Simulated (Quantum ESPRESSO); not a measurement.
# Pd (Palladium): phonons by linear response, part 3 of 3

How does Pd (Palladium) vibrate, and is this structure a minimum?

Quantum ESPRESSO 7.5; DFT LDA, scalar-relativistic, plane waves, GBRV ultrasoft pseudopotentials.

So far. Step 5 (Linear response on the mesh): The acoustic modes at Γ come out as far as 4.7 cm⁻¹ from zero, where they should vanish, a small numerical error. The relaxed cell has a = 3.845 Å (conventional setting).

## Step 7: Interpolated phonon bands (continued)

Harmonic mean-square displacement, third of the trace. Mean-square displacements:

| T (K) | Pd1 U_eq (Å²) |
| --- | --- |
| 0 | 0.00117 |
| 100 | 0.00197 |
| 300 | 0.00497 |
| 600 | 0.00976 |

Mode patterns, pair constants, displacements and means over the zone were worked out by phonopy from the force constants of q2r.x.

All branches are real along the path.

## Step 8: Sums over the zone

Sums over the zone need many more wavevectors than were solved, so the interpolation is sampled on a dense mesh.

Input file matdyn.in:

```
&input
   asr = 'crystal'
   flfrc = 'x.fc'
   dos = .true.
   fldos = 'x.dos'
   nk1 = 20
   nk2 = 20
   nk3 = 20
   deltaE = 0.3
/
```

Launch:

```sh
matdyn.x -in matdyn.in > matdyn.out
```

Numbers of over 12 decimals in the logs are rounded to 6 here.

Output:

```text
[banner, memory and clock lines left out]
Program MATDYN v.7.5

 mass for atomic type   1 not given; uses mass from file x.fc
 Norm of the difference between old and new effective charges:    0.000000

 Norm of the difference between old and new force-constants:   3.8248e-05

     Message from routine matdyn:
     Z* not found in file x.fc, TO-LO splitting at q=0 will be absent!

Note: The following floating-point exceptions are signalling: IEEE_UNDERFLOW_FLAG
```

Elapsed: 4.4 s, on 1 thread of Arm Neoverse V1, shared host.

Numbers from this step:

```yaml
share_of_modes_beyond_3i_cm_minus1_on_the_dense_interpolated_mesh: 0
zero_point_energy_per_atom: 29.14 meV
heat_capacity_at_300_k: 23.70 J/(mol atoms K)
vibrational_entropy_at_300_k: 34.20 J/(mol atoms K)
```

Tetrahedra. Phonon density of states against wavenumber; read off at these points:

| wavenumber (cm⁻¹) | phonon density of states (1/cm⁻¹/cell) |
| --- | --- |
| 0.0 | 0 |
| 10.0 | 5.7e-5 |
| 20.0 | 4.6e-4 |
| 30.0 | 0.00113 |
| 40.0 | 0.00187 |
| 50.0 | 0.00275 |
| 60.0 | 0.00387 |
| 70.0 | 0.00516 |
| 80.0 | 0.00667 |
| 90.0 | 0.00868 |
| 100.0 | 0.0114 |
| 110.0 | 0.0157 |
| 120.0 | 0.0249 |
| 130.0 | 0.0252 |
| 140.0 | 0.0257 |
| 150.0 | 0.0261 |
| 160.0 | 0.0188 |
| 170.0 | 0.0159 |
| 180.0 | 0.0140 |
| 190.0 | 0.0116 |
| 200.0 | 0.00544 |
| 210.0 | 0.0197 |
| 220.0 | 0.0333 |
| 223.5 | 0.0345 |
| 230.0 | 0.0170 |
| 240.0 | 0.00525 |

Harmonic thermodynamic functions per atom, summed over the density of states scaled to three modes an atom; melting is ignored. Thermodynamic functions:

| T (K) | F_vib (meV/atom) | S (J/mol-atom/K) | C_V (J/mol-atom/K) |
| --- | --- | --- | --- |
| 0 | 29.14 | 0 | 0 |
| 50 | 28.73 | 2.91 | 6.996 |
| 100 | 25.14 | 11.1 | 16.52 |
| 200 | 6.04 | 24.85 | 22.29 |
| 300 | -24.84 | 34.2 | 23.7 |
| 400 | -64.03 | 41.11 | 24.23 |
| 500 | -109.5 | 46.55 | 24.49 |
| 600 | -160.2 | 51.02 | 24.62 |
| 700 | -215.1 | 54.83 | 24.71 |
| 800 | -273.6 | 58.13 | 24.76 |
| 900 | -335.4 | 61.05 | 24.8 |
| 1000 | -400.1 | 63.66 | 24.83 |

At 300 K the heat capacity has reached 95 % of the Dulong-Petit value.

## Step 9: The dispersion under another sum rule (asr no)

The sum rule corrects the force constants themselves, so it can shift branches at any wavevector, low ones most.

Input file matdyn.in:

```
&input
   asr = 'no'
   flfrc = 'x.fc'
   flfrq = 'x.freq'
   flvec = 'x.modes'
   q_in_band_form = .true.
   q_in_cryst_coord = .true.
/
8
  0.0000000   0.0000000   0.0000000   8  ! GAMMA
  0.5000000   0.0000000   0.5000000   8  ! X
  0.6250000   0.2500000   0.6250000   1  ! U
  0.3750000   0.3750000   0.7500000   8  ! K
  0.0000000   0.0000000   0.0000000   8  ! GAMMA
  0.5000000   0.5000000   0.5000000   8  ! L
  0.5000000   0.2500000   0.7500000   8  ! W
  0.5000000   0.0000000   0.5000000   1  ! X
```

Launch:

```sh
matdyn.x -in matdyn.in > matdyn.out
```

Output:

```text
[banner, memory and clock lines left out]
Program MATDYN v.7.5

 mass for atomic type   1 not given; uses mass from file x.fc
     Message from routine matdyn:
     Z* not found in file x.fc, TO-LO splitting at q=0 will be absent!
     Message from routine matdyn:
     Z* not found in file x.fc, TO-LO splitting at q=0 will be absent!

Note: The following floating-point exceptions are signalling: IEEE_UNDERFLOW_FLAG
```

It took 0.46 s on 1 thread.

This step gave:

```yaml
lowest_frequency_on_the_path: -4.683 cm⁻¹
```

Matdyn.x, sum rule no. The phonon branches at the labelled points (cm⁻¹):

| point | branch 1 | branch 2 | branch 3 |
| --- | --- | --- | --- |
| Γ | -5 | -5 | -5 |
| halfway | 110 | 110 | 171 |
| X | 165 | 165 | 239 |
| halfway | 160 | 171 | 233 |
| U | 148 | 188 | 216 |
| jump to K | 148 | 188 | 216 |
| halfway | 73 | 120 | 190 |
| Γ | -5 | -5 | -5 |
| halfway | 73 | 73 | 174 |
| L | 117 | 117 | 247 |
| halfway | 130 | 160 | 228 |
| W | 152 | 200 | 200 |
| halfway | 158 | 175 | 227 |
| X | 165 | 165 | 239 |

The phonon branches as a text plot (rows in cm⁻¹):

```
    242 |            **                         *****           *
    231 |          **  **                      *     **      ***
    221 |         *      **                            *
    210 |                   ****                        *  **
    200 |       **         *                 **          **
    189 |                 *     *                       *  **
    179 |               **  **              *          *     *
    168 |     **     ***                                      ***
    158 |          **  **        **                   *     ****
    147 |         *      **   **                     *  ****
    137 |    *  **         *               *           *
    126 |                                           ***
    116 |                   **  *               *****
    105 |     **                   **          *
     95 |  **                 ** **      **  **
     84 |    *
     74 |                       *           *
     63 |                          **
     53 |  **                    **  *     *
     42 | *                             *
     32 | *                        ***   **
     22 |                               *
     11 |                            *
      1 |*                            **
         Γ           X  U|K            Γ         L        W     X
```

At the labelled points the branches move by no more than 4.8 cm⁻¹.

## Step 10: Summary of results

```yaml
space_group_after_relaxation: Fm-3m
volume_per_atom: 14.2 Å³
q_mesh: 4×4×4
lowest_mode_on_the_q_mesh_acoustic_ones_at_the_zone_centre_apart: 72.6 cm⁻¹
zero_point_energy_per_atom: 29.1 meV
heat_capacity_at_300_k: 23.7 J/(mol atoms K)
vibrational_entropy_at_300_k: 34.2 J/(mol atoms K)
imaginary_modes_on_the_q_mesh: none
```

**Reading.** Pd (Palladium) is dynamically stable on the 4×4×4 mesh; its spectrum reaches 247 cm⁻¹. These are harmonic frequencies at zero temperature: anharmonic shifts and linewidths and thermal expansion are left out. In a metal the frequencies hang on the k mesh and the smearing, most of all near Kohn anomalies.

[Host names and launcher messages were left out of these logs when they were recorded.]

[Logs are printed without paths, hosts, clocks, repeated set-up lines and the standing remarks that a program may print on its own settings, such as how far it seeks lower states.]

[Hosts, paths, dates, database ids (printed as entryN), source tags and the programs' standing remarks are cut or masked in the printed files.]
